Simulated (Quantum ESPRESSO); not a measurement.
# NbSi3 (Pm-3m): zone-centre phonons

Which modes does NbSi3 (Pm-3m) have at the zone centre?

Main program and level: Quantum ESPRESSO 7.5; DFT LDA, scalar-relativistic, plane waves, JTH PAW pseudopotentials.

The structure was built from a prototype and need not be the compound's stable phase.

## Step 1: The starting structure

It takes space group Pm-3m (No. 221, cubic). Conventional cell: a = 3.925 Å, b = 3.925 Å, c = 3.925 Å, α = 90.00°, β = 90.00°, γ = 90.00°. Nearest to Nb lie 12 Si at 2.78 Å. Nearest to Si lie 4 Nb at 2.78 Å and 8 Si at 2.78 Å. Farther neighbours are not listed.

## Step 2: A first look

A cheap run with smearing and empty bands tells whether the crystal has a gap, which decides between fixed occupations and smearing later on.

probe.in

```
 &control
    calculation='scf',
    prefix='x',
    outdir='./tmp',
    pseudo_dir='./pseudo',
    tprnfor=.true.,
    tstress=.true.,
    verbosity='high',
 /
 &system
    ibrav=0,
    nat=4,
    ntyp=2,
    ecutwfc=40.0,
    ecutrho=200.0,
    occupations='smearing',
    smearing='gaussian',
    degauss=0.01,
 /
 &electrons
    conv_thr=1.0d-07,
    mixing_beta=0.7,
    electron_maxstep=100,
 /
ATOMIC_SPECIES
 Nb     92.9064  Nb.upf
 Si     28.0850  Si.upf
CELL_PARAMETERS angstrom
     3.925279570    0.000000000    0.000000000
     0.000000000    3.925279570    0.000000000
     0.000000000    0.000000000    3.925279570
ATOMIC_POSITIONS crystal
 Nb     0.000000000   0.000000000   0.000000000
 Si     0.000000000   0.500000000   0.500000000
 Si     0.500000000   0.000000000   0.500000000
 Si     0.500000000   0.500000000   0.000000000
K_POINTS automatic
 6 6 6 0 0 0
```

Run with:

```sh
> OMP_NUM_THREADS=1 mpirun -n 4 pw.x -nk 4 -in probe.in > probe.out
```

The program printed:

```text
[banners, grids, parts of the stress and lines that vanish by symmetry left out]
Program PWSCF v.7.5
     file Nb.upf: wavefunction(s)  5S 5P 4D 0D renormalized
     file Si.upf: wavefunction(s)  0S 0P renormalized
[...]
kinetic-energy cutoff     =      40.0000  Ry
     charge density cutoff     =     200.0000  Ry
     scf convergence threshold =      1.0E-07
[...]
Exchange-correlation= SLA PW NOGX NOGC
                           (   1   4   0   0   0   0   0)
[...]
48 Sym. Ops., with inversion, found
[...]
(     0          1          0      )
                  (     0          0          1      )
[...]
(  0.0000000  1.0000000  0.0000000 )
                  (  0.0000000  0.0000000  1.0000000 )
[...]
(     0         -1          0      )
                  (     0          0          1      )
[...]
( -1.0000000  0.0000000  0.0000000 )
                  (  0.0000000  1.0000000  0.0000000 )
[...]
number of k points=    20  Gaussian smearing, width (Ry)=  0.0100
[...]
c_bands:  1 eigenvalues not converged
[...]
End of self-consistent calculation
[...]
the Fermi energy is    13.1416 ev
!    total energy              =    -459.99802172 Ry
[...]
convergence has been achieved in   7 iterations
[...]
atom    1 type  1   force =     0.00000000    0.00000000    0.00000000
     atom    2 type  2   force =     0.00000000    0.00000000    0.00000000
     atom    3 type  2   force =     0.00000000    0.00000000    0.00000000
     atom    4 type  2   force =     0.00000000    0.00000000    0.00000000
[...]
Total force =     0.000000     Total SCF correction =     0.000000
[...]
total   stress  (Ry/bohr**3)                   (kbar)     P=      -92.82
[...]
XML data file, charge density, pseudopotentials, collected wavefunctions

   JOB DONE.
```

The job ended after 3 s (4 MPI ranks of Arm Neoverse V2, shared host).

Numbers from this step:

```
volume per atom   : 15.12 Å³
pressure          : -9.282 GPa
gap on the k-mesh : 0 eV
```

No gap opens on this mesh, so smearing is kept; the start stands at -9.3 GPa.

## Step 3: Relaxation

The harmonic expansion starts where the forces on the atoms vanish, and stress shifts the frequencies, so cell and atoms are relaxed with tight thresholds.

relax.in

```
 &control
    calculation='vc-relax',
    prefix='x',
    outdir='./tmp',
    pseudo_dir='./pseudo',
    tprnfor=.true.,
    tstress=.true.,
    forc_conv_thr=2.0d-05,
    etot_conv_thr=1.0d-07,
    nstep=40,
 /
 &system
    ibrav=0,
    nat=4,
    ntyp=2,
    ecutwfc=40.0,
    ecutrho=200.0,
    occupations='smearing',
    smearing='mv',
    degauss=0.02,
 /
 &electrons
    conv_thr=1.0d-11,
    mixing_beta=0.7,
    electron_maxstep=100,
 /
 &ions
 /
 &cell
    press_conv_thr=0.2,
 /
ATOMIC_SPECIES
 Nb     92.9064  Nb.upf
 Si     28.0850  Si.upf
CELL_PARAMETERS angstrom
     3.925279570    0.000000000    0.000000000
     0.000000000    3.925279570    0.000000000
     0.000000000    0.000000000    3.925279570
ATOMIC_POSITIONS crystal
 Nb     0.000000000   0.000000000   0.000000000
 Si     0.000000000   0.500000000   0.500000000
 Si     0.500000000   0.000000000   0.500000000
 Si     0.500000000   0.500000000   0.000000000
K_POINTS automatic
 8 8 8 0 0 0
```

Run with:

```sh
> OMP_NUM_THREADS=1 mpirun -n 4 pw.x -nk 4 -in relax.in > relax.out
```

The program printed:

```text
[banners, grids, parts of the stress and lines that vanish by symmetry left out]
[banner, memory and clock lines left out]
Program PWSCF v.7.5

[...]
kinetic-energy cutoff     =      40.0000  Ry
     charge density cutoff     =     200.0000  Ry
     scf convergence threshold =      1.0E-11
[...]
energy convergence thresh.=      1.0E-07
     force convergence thresh. =      2.0E-05
     press convergence thresh. =      2.0E-01
     Exchange-correlation= SLA PW NOGX NOGC
                           (   1   4   0   0   0   0   0)
[...]
48 Sym. Ops., with inversion, found
[...]
number of k points=    35  Marzari-Vanderbilt smearing, width (Ry)=  0.0200
[...]
c_bands:  3 eigenvalues not converged
[...]
End of self-consistent calculation
[...]
the Fermi energy is    13.2084 ev
!    total energy              =    -459.99679446 Ry
[...]
convergence has been achieved in  11 iterations
[...]
atom    1 type  1   force =     0.00000000    0.00000000    0.00000000
     atom    2 type  2   force =     0.00000000    0.00000000    0.00000000
     atom    3 type  2   force =     0.00000000    0.00000000    0.00000000
     atom    4 type  2   force =     0.00000000    0.00000000    0.00000000
     Total force =     0.000000     Total SCF correction =     0.000000
[...]
total   stress  (Ry/bohr**3)                   (kbar)     P=      -95.00
[...]
number of bfgs steps    =   0
[...]
CELL_PARAMETERS (angstrom)
[...]
ATOMIC_POSITIONS (crystal)
Nb               0.0000000000        0.0000000000        0.0000000000
Si               0.0000000000        0.5000000000        0.5000000000
Si               0.5000000000        0.0000000000        0.5000000000
Si               0.5000000000        0.5000000000        0.0000000000
[...]
New effective cutoffs (rho, wfc):  206.06   41.30
[...]
End of self-consistent calculation
[...]
the Fermi energy is    14.0164 ev
!    total energy              =    -460.00571184 Ry
[...]
convergence has been achieved in  26 iterations
[...]
atom    1 type  1   force =     0.00000000    0.00000000    0.00000000
     atom    2 type  2   force =     0.00000000    0.00000000    0.00000000
     atom    3 type  2   force =     0.00000000    0.00000000    0.00000000
     atom    4 type  2   force =     0.00000000    0.00000000    0.00000000
     Total force =     0.000000     Total SCF correction =     0.000000
[...]
total   stress  (Ry/bohr**3)                   (kbar)     P=      -37.29
[...]
number of bfgs steps    =   1
[...]
CELL_PARAMETERS (angstrom)
[...]
ATOMIC_POSITIONS (crystal)
[...]
New effective cutoffs (rho, wfc):  210.27   42.14
[...]
End of self-consistent calculation
[...]
the Fermi energy is    14.5394 ev
!    total energy              =    -460.00701750 Ry
[...]
convergence has been achieved in  25 iterations
[...]
atom    1 type  1   force =     0.00000000    0.00000000    0.00000000
     atom    2 type  2   force =     0.00000000    0.00000000    0.00000000
     atom    3 type  2   force =     0.00000000    0.00000000    0.00000000
     atom    4 type  2   force =     0.00000000    0.00000000    0.00000000
     Total force =     0.000000     Total SCF correction =     0.000000
[...]
total   stress  (Ry/bohr**3)                   (kbar)     P=        5.37
[...]
number of bfgs steps    =   2
[...]
CELL_PARAMETERS (angstrom)
[...]
ATOMIC_POSITIONS (crystal)
[...]
New effective cutoffs (rho, wfc):  209.75   42.04
[...]
End of self-consistent calculation
[...]
the Fermi energy is    14.4736 ev
!    total energy              =    -460.00704218 Ry
[...]
convergence has been achieved in  20 iterations
[...]
atom    1 type  1   force =     0.00000000    0.00000000    0.00000000
     atom    2 type  2   force =     0.00000000    0.00000000    0.00000000
     atom    3 type  2   force =     0.00000000    0.00000000    0.00000000
     atom    4 type  2   force =     0.00000000    0.00000000    0.00000000
     Total force =     0.000000     Total SCF correction =     0.000000
[...]
total   stress  (Ry/bohr**3)                   (kbar)     P=       -0.24
[...]
number of bfgs steps    =   3
[...]
CELL_PARAMETERS (angstrom)
[...]
ATOMIC_POSITIONS (crystal)
[...]
New effective cutoffs (rho, wfc):  209.77   42.04
[...]
End of self-consistent calculation
[...]
the Fermi energy is    14.4764 ev
!    total energy              =    -460.00704223 Ry
[...]
convergence has been achieved in  15 iterations
[...]
atom    1 type  1   force =     0.00000000    0.00000000    0.00000000
     atom    2 type  2   force =     0.00000000    0.00000000    0.00000000
     atom    3 type  2   force =     0.00000000    0.00000000    0.00000000
     atom    4 type  2   force =     0.00000000    0.00000000    0.00000000
     Total force =     0.000000     Total SCF correction =     0.000000
[...]
total   stress  (Ry/bohr**3)                   (kbar)     P=       -0.00
[...]
bfgs converged in   5 scf cycles and   4 bfgs steps
[...]
End of BFGS Geometry Optimization
     Final enthalpy           =    -460.0070422292 Ry
     File ./tmp/x.bfgs deleted, as requested
[...]
CELL_PARAMETERS (angstrom)
[...]
ATOMIC_POSITIONS (crystal)
[...]
Si               0.5000000000        0.0000000000        0.5000000000
Si               0.5000000000        0.5000000000        0.0000000000
[...]
Final scf calculation at the relaxed structure.
[...]
kinetic-energy cutoff     =      40.0000  Ry
     charge density cutoff     =     200.0000  Ry
     scf convergence threshold =      1.0E-13
[...]
press convergence thresh. =      2.0E-01
     Exchange-correlation= SLA PW NOGX NOGC
                           (   1   4   0   0   0   0   0)
[...]
48 Sym. Ops., with inversion, found
[...]
number of k points=    35  Marzari-Vanderbilt smearing, width (Ry)=  0.0200
[...]
c_bands:  1 eigenvalues not converged
     c_bands:  1 eigenvalues not converged
     c_bands:  1 eigenvalues not converged
     c_bands:  2 eigenvalues not converged
[...]
c_bands:  1 eigenvalues not converged
[...]
End of self-consistent calculation
[...]
the Fermi energy is    14.4765 ev
!    total energy              =    -460.00674534 Ry
[...]
convergence has been achieved in  12 iterations
[...]
atom    1 type  1   force =     0.00000000    0.00000000    0.00000000
     atom    2 type  2   force =     0.00000000    0.00000000    0.00000000
     atom    3 type  2   force =     0.00000000    0.00000000    0.00000000
     atom    4 type  2   force =     0.00000000    0.00000000    0.00000000
     Total force =     0.000000     Total SCF correction =     0.000000
[...]
total   stress  (Ry/bohr**3)                   (kbar)     P=        0.22
[...]
XML data file, charge density, pseudopotentials, collected wavefunctions
```

It took 44 s on 4 MPI ranks; 2.9 min of CPU time.

Relaxation path:

```
step  energy less that of the first step (eV)  largest force (eV/Å)  pressure (GPa)  volume (Å³)
   1                                   0.0000                0.0000           -9.50        60.48
   2                                  -0.1213                0.0000           -3.73        57.60
   3                                  -0.1391                0.0000            0.54        55.88
   4                                  -0.1394                0.0000           -0.02        56.09
   5                                  -0.1394                0.0000            0.00        56.08
   6                                  -0.1354                0.0000            0.02        56.08
```

```
conventional cell, symmetrised  before  after  change
                         a (Å)   3.925  3.828  -2.5 %
                         b (Å)   3.925  3.828  -2.5 %
                         c (Å)   3.925  3.828  -2.5 %
              volume (Å³/atom)   15.12  14.02  -7.3 %
```

Final coordinates:

```cif
data_structure
_symmetry_space_group_name_H-M 'P 1'
_symmetry_Int_Tables_number 1
_cell_length_a 3.8277
_cell_length_b 3.8277
_cell_length_c 3.8277
_cell_angle_alpha 90.000
_cell_angle_beta 90.000
_cell_angle_gamma 90.000
_cell_volume 56.08
loop_
_atom_site_label
_atom_site_type_symbol
_atom_site_fract_x
_atom_site_fract_y
_atom_site_fract_z
_atom_site_occupancy
Nb1 Nb 0.00000 0.00000 0.00000 1
Si2 Si 0.00000 0.50000 0.50000 1
Si3 Si 0.50000 0.00000 0.50000 1
Si4 Si 0.50000 0.50000 0.00000 1
```

The last row of the table of steps is pw.x's closing run on a basis chosen anew for the final cell, so its energy can jump.

Read from the output:

```yaml
volume_per_atom: 14.02 Å³
pressure: 0.02200 GPa
```

The volume changes by -7.3 % from the cell with which this run began.

## Step 4: Self-consistent run for the response

The response is built on this ground state, so it is converged far tighter than an energy would need. Smearing stays on, as the first look found no gap above 0.3 eV.

scf.in

```
 &control
    calculation='scf',
    prefix='x',
    outdir='./tmp',
    pseudo_dir='./pseudo',
    tprnfor=.true.,
    tstress=.true.,
 /
 &system
    ibrav=0,
    nat=4,
    ntyp=2,
    ecutwfc=40.0,
    ecutrho=200.0,
    occupations='smearing',
    smearing='mv',
    degauss=0.02,
 /
 &electrons
    conv_thr=1.0d-12,
    mixing_beta=0.7,
    electron_maxstep=100,
 /
ATOMIC_SPECIES
 Nb     92.9064  Nb.upf
 Si     28.0850  Si.upf
CELL_PARAMETERS angstrom
     3.827661318    0.000000000    0.000000000
     0.000000000    3.827661318    0.000000000
     0.000000000    0.000000000    3.827661318
ATOMIC_POSITIONS crystal
 Nb     0.000000000   0.000000000   0.000000000
 Si     0.000000000   0.500000000   0.500000000
 Si     0.500000000   0.000000000   0.500000000
 Si     0.500000000   0.500000000   0.000000000
K_POINTS automatic
 8 8 8 0 0 0
```

Run with:

```sh
> OMP_NUM_THREADS=1 mpirun -n 4 pw.x -nk 4 -in scf.in > scf.out
```

The program printed:

```text
[banners, grids, parts of the stress and lines that vanish by symmetry left out]
[banner, memory and clock lines left out]
Program PWSCF v.7.5

[...]
kinetic-energy cutoff     =      40.0000  Ry
     charge density cutoff     =     200.0000  Ry
     scf convergence threshold =      1.0E-12
[...]
Exchange-correlation= SLA PW NOGX NOGC
                           (   1   4   0   0   0   0   0)
[...]
48 Sym. Ops., with inversion, found
[...]
number of k points=    35  Marzari-Vanderbilt smearing, width (Ry)=  0.0200
[...]
c_bands:  1 eigenvalues not converged
[...]
c_bands:  2 eigenvalues not converged
[...]
End of self-consistent calculation
[...]
the Fermi energy is    14.4765 ev
!    total energy              =    -460.00674534 Ry
[...]
convergence has been achieved in  14 iterations
[...]
atom    1 type  1   force =     0.00000000    0.00000000    0.00000000
     atom    2 type  2   force =     0.00000000    0.00000000    0.00000000
     atom    3 type  2   force =     0.00000000    0.00000000    0.00000000
     atom    4 type  2   force =     0.00000000    0.00000000    0.00000000
     Total force =     0.000000     Total SCF correction =     0.000000
[...]
total   stress  (Ry/bohr**3)                   (kbar)     P=        0.22
[...]
XML data file, charge density, pseudopotentials, collected wavefunctions
```

It took 9.2 s on 4 MPI ranks; 37 s of CPU time.

The cell stands at 0.022 GPa, close enough for phonons.

[end of part 1 of 2]

[Host names and launcher messages were left out of these logs when they were recorded.]

[Logs are printed without paths, hosts, clocks, repeated set-up lines and the standing remarks that a program may print on its own settings, such as how far it seeks lower states.]

[Hosts, paths, dates, database ids (printed as entryN), source tags and the programs' standing remarks are cut or masked in the printed files.]
